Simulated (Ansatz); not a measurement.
# A thicker film of CeO2 (111) from four thinner ones

In a field along its normal an insulating film takes a dipole p. Written as a length, p/(ε₀AE), it should grow by 1 − 1/ε for each ångström added.

**Method.** Ansatz 0.2.0, plane waves with PAW datasets (its set soft_2), PBE; fluorite films relaxed at a bulk in-plane lattice constant near the measured one, then held in weak fields of both signs with a dipole correction (A is the cell's area, E the outer field).

```
    run  distance between the outer atoms (Å)  p/(ε₀AE) (Å)
2 units                                 4.715         5.613
3 units                                 7.913         8.391
4 units                                11.106        11.165
5 units                                14.299        13.939
6 units                                17.490             ?
```

Q: Estimate the withheld value from the rows shown.

A least-squares line through the 4 rows shown has slope 0.8687 and intercept 1.5172; no row lies more than 0.001 Å off it. That slope means ε = 1/(1 − 0.8687) = 7.62. At 17.490 it gives 0.8687 × 17.490 + 1.5172 = 16.711 Å, beyond the rows fitted. Rounding and scatter of the rows alone allow about ±0.002 Å there.

The run itself gives 16.712 Å: a miss of +0.001 Å, or 0.0 % of the value. The length is met to within 1 %, though ε is more sensitive than the length: the two thickest films give ε = 7.63.

**Limits.** This is the electronic response alone. A unit is one step of the cut along the normal (a plane, a pair of planes or a cell), and the layers relax along it, away from their bulk spacing where the functional's lattice constant differs from the one held.

[Logs are printed without paths, hosts, clocks, repeated set-up lines and the standing remarks that a program may print on its own settings, such as how far it seeks lower states.]
